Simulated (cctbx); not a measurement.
# What resolution and counting buy: Ba2La2Tl2Fe2O11

Space group P4mm (no. 99), a = 5.8360 Å, b = 5.8360 Å, c = 8.2510 Å, α = 90.00°, β = 90.00°, γ = 90.00°.

| atom | mult. | x | y | z | Ueq (Å²) |
| --- | --- | --- | --- | --- | --- |
| Tl1 | 1 | 1/2 | 1/2 | 0.5023 | 0.0099 |
| Tl2 | 1 | 0 | 0 | 0.0125 | 0.0105 |
| La1 | 2 | 0 | 1/2 | 0.2463 | 0.0089 |
| Ba1 | 2 | 1/2 | 0 | 0.7504 | 0.0101 |
| Fe1 | 1 | 1/2 | 1/2 | 0.0002 | 0.0143 |
| Fe2 | 1 | 0 | 0 | 0.4777 | 0.0147 |
| O1 | 1 | 1/2 | 1/2 | 0.7563 | 0.0220 |
| O2 | 1 | 0 | 0 | 0.2452 | 0.0212 |
| O3 | 1 | 1/2 | 1/2 | 0.2427 | 0.0166 |
| O4 | 4 | 0.2381 | 0.2381 | 0.4998 | 0.0230 |
| O5 | 4 | 0.7520 | 0.7520 | 0.0141 | 0.0171 |

This is a model crystal, built by substitution and not relaxed, with assumed displacement parameters.

Five simulated data sets (cctbx; Ag Kα, λ = 0.56087 Å; 4 % proportional error) differ in resolution or exposure (noise floor 15 counts in the first three, 8 in the last two). Each is refined with the right model, isotropic at 1.1 Å and anisotropic otherwise. How do the figures of merit and the uncertainties move?

| d min (Å) | top counts | ⟨I/σ⟩ (unmerged, absences included) | unique | param. (scale apart) | Rint | R1 | GooF | largest s.u. xyz (fractional) | s.u. U of O1 (Å²) | largest error (Å) |
| --- | --- | --- | --- | --- | --- | --- | --- | --- | --- | --- |
| 1.1 | 20000 | 9.3 | 162 | 24 | 0.030 | 0.0181 | 1.01 | 0.00729 | 0.0126 | 0.0519 |
| 0.84 | 20000 | 8.3 | 332 | 41 | 0.037 | 0.0184 | 0.89 | 0.00542 | 0.0097 | 0.0250 |
| 0.6 | 20000 | 7.1 | 868 | 41 | 0.044 | 0.0222 | 0.89 | 0.00257 | 0.0060 | 0.0172 |
| 0.75 | 300 | 1.1 | 466 | 41 | 0.344 | 0.0659 | 0.94 | 0.27748 | 0.3270 | 0.0381 |
| 0.75 | 3000 | 4.3 | 466 | 41 | 0.071 | 0.0303 | 0.94 | 0.01449 | 0.0242 | 0.0345 |

The number of reflections grows roughly as 1/d³: 162, 332 and 868 here. R1 follows the noise rather than the truth: at 300 counts it is 0.0659, at 3000 counts 0.0303, while GooF is 0.94 and 0.94: the weights 1/σ² carry the noise. The s.u. of U (U11 where anisotropic) for O1 goes 0.0126, 0.0097, 0.0060 Å² with resolution and 0.3270, 0.0242 Å² with exposure.

Hardware for the 0.6 Å refinement: 0.77 s on 1 thread of Arm Neoverse V2 (shared host), peak memory 0.09 GiB.
